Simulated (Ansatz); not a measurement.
# TiB2 (P6/mmm) under uniaxial strain along c, part 3 of 3

Aim: how do the optical modes of TiB2 (P6/mmm) shift and split under this strain?

Ansatz 0.2.0; DFT PBEsol, scalar-relativistic, plane waves, PAW; PAW set soft_1.

So far, highest optical mode at the zone centre (no LO-TO term) (cm⁻¹): step 4 (zone-centre response at rest) 901; step 6 (strain 4 %) 923.

### Step 7. Relaxation of a member: uniaxial strain of -4 % along c (continued)

Relaxation path:

| step | energy less that of the first step (eV) | largest force component (eV/Å) | pressure (GPa) | volume (Å³) |
| --- | --- | --- | --- | --- |
| 1 | 0.0000 | 0.0000 | 7.50 | 24.33 |
| 2 | -0.0003 | 0.0000 | 6.73 | 24.39 |
| 3 | -0.0003 | 0.0000 | 6.43 | 24.42 |
| 4* | -0.0004 | 0.0000 | 6.43 | 24.42 |

Relaxation steps marked * repeat the geometry before them on a plane-wave basis chosen anew for their cell, so energy and pressure can jump there.

| conventional cell, symmetrised | before | after | change |
| --- | --- | --- | --- |
| a (Å) | 3.032 | 3.037 | +0.2 % |
| b (Å) | 3.032 | 3.037 | +0.2 % |
| c (Å) | 3.057 | 3.057 | +0.0 % |
| volume (Å³/atom) | 8.11 | 8.14 | +0.3 % |

The relaxed structure:

```xyz
3
Lattice="3.0369 0.0000 0.0000 -1.5185 2.6301 0.0000 0.0000 0.0000 3.0567" Properties=species:S:1:pos:R:3 pbc="T T T"
B     0.0000    1.7534    1.5284
B     1.5185    0.8767    1.5284
Ti    0.0000    0.0000    0.0000
```

This step gave:

```yaml
pressure: 6.430 GPa
volume_per_atom: 8.138 Å³
```

The forces vanish by symmetry.

The cell grew by 0.3 % in volume.

### Step 8. Zone-centre modes of the member: uniaxial strain of -4 % along c

The zone-centre modes follow for uniaxial strain of -4 % along c.

Input file input.yaml:

```yaml
crystal:
  lattice:
    - [3.0369493169, 0.0, 0.0]
    - [-1.5184746584, 2.6300752585, 0.0]
    - [0.0, 0.0, 3.0567428737]
  atoms:
    - { symbol: B, position: [0.3333333336, 0.6666666664, 0.5] }
    - { symbol: B, position: [0.6666666664, 0.3333333336, 0.5] }
    - { symbol: Ti, position: [0.0, 0.0, 0.0] }
kpoints:
  mp_grid: { grid: [15, 15, 16] }
hamiltonian:
  xc: pbesol
  pseudopotentials: { kind: paw, azcp: { folder: soft_1 }, xc_functional: pbe }
scf:
  occupations: { method: methfessel_paxton, width: 0.2 }
output:
  eigenvalues: true
phonons:
  method: dfpt
```

Launch:

```bash
$ ansatz run input.yaml --threads 4 --pin off --max-ram 10240MiB --backend cpu --events-out ev --progress --plain --runs-dir out
```

Numbers of over 12 decimals in the logs are rounded to 6 here.

What it wrote:

```text
[...]
Crystal: 3 atoms, lattice volume = 24.415 Å³
Basis set: ecut = 420 eV, 467 PW (Γ), exchange–correlation on 48×48×48 points (8 copies of the dense FFT grid, shifted against one another)
Bands: 13, of which v1, the nominal top of the filled ones, is band 9 counted from 1 (8 counted from 0)
Symmetry: 24 space group operations
k-points: 576 of 3600 (irreducible under 4 space group operations, time reversal used)
[...]
k-point 2: bands = [... 5 lower, 12.2447, 12.9228, 12.9228, 15.4287, 17.2650, 17.2650, 19.6991, 19.6991]
  k-point 575: bands = [... 5 lower, 8.8393, 10.6841, 11.2940, 13.0042, 18.7341, 18.9291, 19.7657, 20.9997]
[...]
ASR residual: 1.765e-6 → 0.000e0 eV/Å²; symmetrization residual: 1.046e-6 eV/Å²
  ASR residual per site (eV/Å²): 1.76e-6 1.76e-6 5.49e-7
  Γ frequencies (cm⁻¹): 0.00 0.00 0.00 556.89 556.89 573.59 588.87 868.97 868.97
[...]
[key lines of the parts left out:]
SCF converged after 10 iterations
Free energy (F): -2782.569721 eV
Fermi energy:    15.794677 eV
```

The job ended after 52 s (4 threads of Intel Xeon at 2.50GHz (Skylake/Cascade Lake), shared host; peak memory 0.95 GiB; 2.6 min of CPU time).

This step gave:

```
sum-rule residual before enforcement                    : 1.76e-6 eV/Å²
highest optical mode at the zone centre (no LO-TO term) : 869.0 cm⁻¹
lowest optical zone-centre mode                         : 556.9 cm⁻¹
```

Patterns of degenerate modes are one choice out of their space. The modes at Γ (shares of kinetic energy by element, %):

| mode | frequency (cm⁻¹) | symmetry | B % | Ti % |
| --- | --- | --- | --- | --- |
| 1 | 0.0 | acoustic | 31 | 69 |
| 2 | 0.0 | acoustic | 31 | 69 |
| 3 | 0.0 | acoustic | 31 | 69 |
| 4 | 556.9 | E1u | 69 | 31 |
| 5 | 556.9 | E1u | 69 | 31 |
| 6 | 573.6 | A2u | 69 | 31 |
| 7 | 588.9 | B1g | 100 | 0 |
| 8 | 869.0 | E2g | 100 | 0 |
| 9 | 869.0 | E2g | 100 | 0 |

The lowest optical mode is real, 557 cm⁻¹, and the highest lies at 869.0 cm⁻¹.

For the highest optical mode at the zone centre (no LO-TO term), step 4 gave 901 cm⁻¹; this run, with strain -4 %, gives 869 cm⁻¹ (-4 %).

### Step 9. The series together

The members are set side by side, also those not shown above.

Stress is positive in compression; energies are extrapolated to zero smearing, and E0 is that at rest; the edges not held and the atoms are relaxed in each cell; all runs use 15×15×16 k points and Methfessel-Paxton smearing of 0.2 eV. State of the crystal along the series:

| strain (%) | stress along the axis (GPa) | free strain along a (%) | free strain along b (%) | E - E0 (meV/atom) |
| --- | --- | --- | --- | --- |
| -4 | 19.28 | 0.6447 | 0.6447 | 19.76 |
| -3 | 14.18 | 0.4713 | 0.4713 | 10.92 |
| -2 | 9.253 | 0.3069 | 0.3069 | 4.77 |
| -1 | 4.538 | 0.1491 | 0.1491 | 1.173 |
| 0 | 0.001594 | 0 | 0 | 0 |
| 1 | -4.362 | -0.1434 | -0.1434 | 1.144 |
| 2 | -8.557 | -0.2789 | -0.2789 | 4.511 |
| 3 | -12.58 | -0.4075 | -0.4075 | 9.993 |
| 4 | -16.44 | -0.529 | -0.529 | 17.5 |

Optical modes are counted from below at rest and tracked from member to member by their patterns, and modes that stay within 0.3 cm⁻¹ of each other stand once; labels, where given, are those at rest; the edges not held and the atoms are relaxed in each cell; all runs use 15×15×16 k points and Methfessel-Paxton smearing of 0.2 eV. Optical modes along the series:

| strain (%) | optical mode 1 E1u (cm⁻¹) | optical mode 2 A2u (cm⁻¹) | optical mode 3 B1g (cm⁻¹) | optical mode 4 E2g (cm⁻¹) |
| --- | --- | --- | --- | --- |
| -4 | 556.9 | 573.6 | 588.9 | 869 |
| -3 | 549.9 | 563.2 | 581.6 | 878.3 |
| -2 | 542.8 | 552.3 | 574.3 | 886.3 |
| -1 | 535.5 | 541.1 | 567.5 | 893.8 |
| 0 | 528 | 529.5 | 561.6 | 900.8 |
| 1 | 520.3 | 517.5 | 556.2 | 907.1 |
| 2 | 512.1 | 505 | 551.1 | 912.6 |
| 3 | 503.6 | 492.2 | 546 | 917.8 |
| 4 | 494.9 | 479 | 540.8 | 923 |

Value and slope at zero strain of a cubic (a lower polynomial where under five rows exist) through the rows within 2 % of rest. Slopes at rest:

| mode | frequency (cm⁻¹) | shift per percent of strain (cm⁻¹) | shift per GPa of compressive stress (cm⁻¹) |
| --- | --- | --- | --- |
| optical mode 1 E1u | 528 | -7.6 | 1.71 |
| optical mode 2 A2u | 529.5 | -11.81 | 2.65 |
| optical mode 3 B1g | 561.6 | -5.6 | 1.26 |
| optical mode 4 E2g | 900.8 | 6.65 | -1.49 |

### Step 10. What came out

```yaml
members: 9
highest_optical_mode_at_the_zone_centre_no_lo_to_term_at_rest: 900.8 cm⁻¹
young_s_modulus_along_c: 445 GPa
optical_mode_1_e1u_shift_per_percent: -7.60 cm⁻¹
optical_mode_2_a2u_shift_per_percent: -11.81 cm⁻¹
optical_mode_3_b1g_shift_per_percent: -5.60 cm⁻¹
optical_mode_4_e2g_shift_per_percent: 6.65 cm⁻¹
```

In words: The stress changes by 4.45 GPa for each percent, a Young’s modulus of 445 GPa along c. For each percent the free edge responds with -0.15 %. The fastest shift in the table of slopes is -11.8 cm⁻¹ for each percent (optical mode 2 A2u), or 2.6 cm⁻¹ for each GPa of compressive stress. For small strain, the measured shift of a line that Raman or infrared light can see, divided by its slope, estimates the stress, if the state of stress is of this kind. These are harmonic frequencies at zero temperature: anharmonic shifts, linewidths and thermal expansion are left out. With no gap, or one that is small against the smearing, the frequencies hang on the k mesh and the smearing, most of all near Kohn anomalies. The PAW files were made for PBE; the program adapts parts of them to the functional of the run, but their partial waves stay those of PBE, an approximation that was not tested in this session. Only the zone centre was solved, so an instability at another wavevector cannot show here.

[Logs are printed without paths, hosts, clocks, repeated set-up lines and the standing remarks that a program may print on its own settings, such as how far it seeks lower states.]

[Hosts, paths, dates, database ids (printed as entryN), source tags and the programs' standing remarks are cut or masked in the printed files.]
